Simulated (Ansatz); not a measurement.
# Mo wire along [111], 13 atoms a period: bands along the axis, part 2 of 2

Wanted: the relaxed geometry and the bands of the Mo wire along [111], 13 atoms a period.

Ansatz 0.2.0; DFT PBE, plane waves, PAW; relaxation of a wire's period; PAW set soft_1 (the session's first sound run).

So far: The structure; Relaxation of atoms and period.

**2. Relaxation of atoms and period (continued)**

Relaxation path:

```csv
step,energy less that of the first step (eV),largest force component (eV/Å),pressure (GPa),volume (Å³)
1,0.0000,2.9468,-6.83,626.23
2,-3.6403,0.5602,-1.53,608.05
3,-3.6603,0.4272,1.99,600.63
4,-3.7920,0.0803,-0.19,604.15
5,-3.7944,0.0224,-0.03,604.18
6*,-3.7926,0.0223,-0.03,604.18
```

Relaxation steps marked * repeat the geometry before them on a plane-wave basis chosen anew for their cell, so energy and pressure can jump there.

The run keeps the 4 symmetry operations that it works with, so distortions that break them were not tested.

```csv
cell as run,before,after,change
c (Å),2.737,2.640,-3.5 %
```

The atoms that moved most (Å, along periodic axes as changes of fractional coordinates times the final cell, across vacuum about the mean position):

```csv
atom,dx,dy,dz,length
Mo1,0.221,0.000,0.000,0.221
Mo13,-0.221,0.000,0.000,0.221
Mo11,0.111,0.190,-0.004,0.220
Mo2,0.111,-0.190,0.004,0.220
Mo12,-0.111,0.190,-0.004,0.220
Mo4,-0.111,-0.190,0.004,0.220
Mo7,0.082,-0.047,-0.074,0.120
Mo10,0.082,0.047,0.074,0.120
```

This step gave:

```
energy at zero smearing    : -64411.9623 eV
cell length along the wire : 2.640 Å
```

The cell's length comes to 2.640 Å with spin left out.

**3. Bands of the perfect wire**

This step: DFT PBE, plane waves, PAW; bands of a perfect wire; PAW set soft_1 (Ansatz 0.2.0).

At the relaxed period the bands are computed along the axis; those that cross an energy going forward count the channels that a perfect wire would open there.

input.yaml reads:

```yaml
crystal:
  lattice:
    - [15.738, 0.0, 0.0]
    - [0.0, 14.54, 0.0]
    - [0.0, 0.0, 2.6403136919]
  atoms:
    - { symbol: Mo, position: [0.230082775, 0.500013328, 0.0] }
    - { symbol: Mo, position: [0.365089927, 0.753116698, 0.00138502] }
    - { symbol: Mo, position: [0.49999459, 0.500013328, 0.0] }
    - { symbol: Mo, position: [0.634899253, 0.753116698, 0.00138502] }
    - { symbol: Mo, position: [0.352833122, 0.408026313, 0.305485363] }
    - { symbol: Mo, position: [0.49999459, 0.683889626, 0.307427641] }
    - { symbol: Mo, position: [0.647156058, 0.408026313, 0.305485363] }
    - { symbol: Mo, position: [0.352833122, 0.592000343, 0.694514637] }
    - { symbol: Mo, position: [0.49999459, 0.31613703, 0.692572359] }
    - { symbol: Mo, position: [0.647156058, 0.592000343, 0.694514637] }
    - { symbol: Mo, position: [0.365089927, 0.246909958, 0.99861498] }
    - { symbol: Mo, position: [0.634899253, 0.246909958, 0.99861498] }
    - { symbol: Mo, position: [0.769906405, 0.500013328, 0.0] }
kpoints:
  mp_grid: { grid: [1, 1, 31] }
  band_path: { path: ["Γ", Z], npoints: 90 }
scf:
  occupations: { method: fermi_dirac, width: 0.05 }
hamiltonian:
  xc: pbe
  pseudopotentials: { kind: paw, azcp: { folder: soft_1 } }
output:
  dos: { e_range: [-5, 4] }
  write_potential: true
  write_density: true
  volumetric_format: npy
```

Command:

```sh
> ansatz run input.yaml --threads 4 --pin off --max-ram 16384MiB --backend cpu --events-out ev --progress --plain --runs-dir out
```

Numbers of over 12 decimals in the logs are rounded to 6 here.

The log of the run:

```text
[...]
Crystal: 13 atoms, lattice volume = 604.184 Å³
Basis set: ecut = 420 eV, 11885 PW (Γ)
Bands: 110, of which v1, the nominal top of the filled ones, is band 91 counted from 1 (90 counted from 0)
Symmetry: 4 space group operations
[...]
k-points: 16 of 31
[...]
SCF iter   1: F=—  HF=-64424.516005 eV  |F-HF|=—  |Δ(HF+E_count)|=         —  Δρ=6.00e-2  dr2=1.02e2  ethr=3.10e-3  ⟨swp⟩=9.4  Hψ=8454  notcnv=0  defer=1
[...]
SCF iter  11: F=-64412.018620 eV  HF=-64412.018620 eV  |F-HF|=2.42e-8  |Δ(HF+E_count)|=   4.83e-8  Δρ=2.15e-6  dr2=6.27e-8  ethr=5.49e-11  ⟨swp⟩=12.2  Hψ=6412  notcnv=0
SCF 1 converged in 11 iterations: F = -64412.018620 eV  dr2 = 6.27e-8
[...]
NSCF: frozen V_eff on 91 k-points
WARN: The output density's exchange-correlation potential varies sharply where the density is thin. Do not read a vacuum level from v_tot or v_xc, or from such a field of the output density. On a cell that repeats whose density bears no net charge and no dipole along the vacuum's axis use v_es (v_loc + v_h of the components); under efield.dipole_correction with no amplitude use v_es + v_field, which holds any externa [...]
SCF converged after 11 iterations
Free energy (F): -64412.018620 eV
[...]
Internal energy: -64411.911888 eV  (E = F + TS)
E sigma→0 (E₀):  -64411.965254 eV
Entropy (-TS):   -0.106732 eV (-8.210 meV/atom)
Fermi energy:    4.647713 eV
[...]
--- Band table (eV; the first three rows and the last of 16) ---
  k-point 0: bands = [... 87 lower, 3.9543, 3.9591, 4.9981, 5.1355, 5.1751, 5.1842, 5.2709, 5.3074, ... 15 higher]
  k-point 1: bands = [... 87 lower, 3.9309, 3.9467, 4.9854, 5.1201, 5.1597, 5.1676, 5.2332, 5.2569, ... 15 higher]
  k-point 2: bands = [... 87 lower, 3.8512, 3.9487, 4.9461, 5.0534, 5.0839, 5.0925, 5.1257, 5.1552, ... 15 higher]
  k-point 15: bands = [... 87 lower, 4.8027, 4.8051, 5.1834, 5.4556, 5.4875, 5.7168, 6.0257, 6.0286, ... 15 higher]
```

Elapsed: 1.9 min, on 4 threads of Arm Neoverse V1, shared host; peak memory 3.3 GiB; 7.4 min of CPU time.

Numbers from this step:

| Quantity | Value |
| --- | --- |
| energy at zero smearing | -64411.9653 eV |
| band gap | 0 eV |

Electronic bands along the path, in eV, zero at the Fermi level; # counts the bands kept:

```csv
point,#34,#35,#36,#37,#38,#39,#40,#41
Γ,-1.22,-0.70,-0.69,-0.69,0.35,0.49,0.53,0.54
halfway,-1.02,-1.02,-0.72,-0.63,-0.60,-0.60,-0.54,-0.53
Z,-0.29,-0.29,0.16,0.16,0.56,0.80,0.84,1.07
```

Between Γ and Z the bands cross the Fermi level 18 times, so a perfect wire would conduct at least 18 G₀, with spin left out.

**4. Summary of results**

```yaml
cell_length_pbe: 2.640 Å
ballistic_conductance_by_band_crossings_a_lower_bound_pbe: 18 G₀
```

Under PBE the cell's length is 2.64 Å, and the bands cross the Fermi level 18 times between Γ and Z, which gives a perfect wire at least 18 G₀ (opposite crossings within one step of the path cancel in such a count). No spin was allowed, though thin wires with open d shells can turn magnetic.

[Logs are printed without paths, hosts, clocks, repeated set-up lines and the standing remarks that a program may print on its own settings, such as how far it seeks lower states.]

[Hosts, paths, dates, database ids (printed as entryN), source tags and the programs' standing remarks are cut or masked in the printed files.]
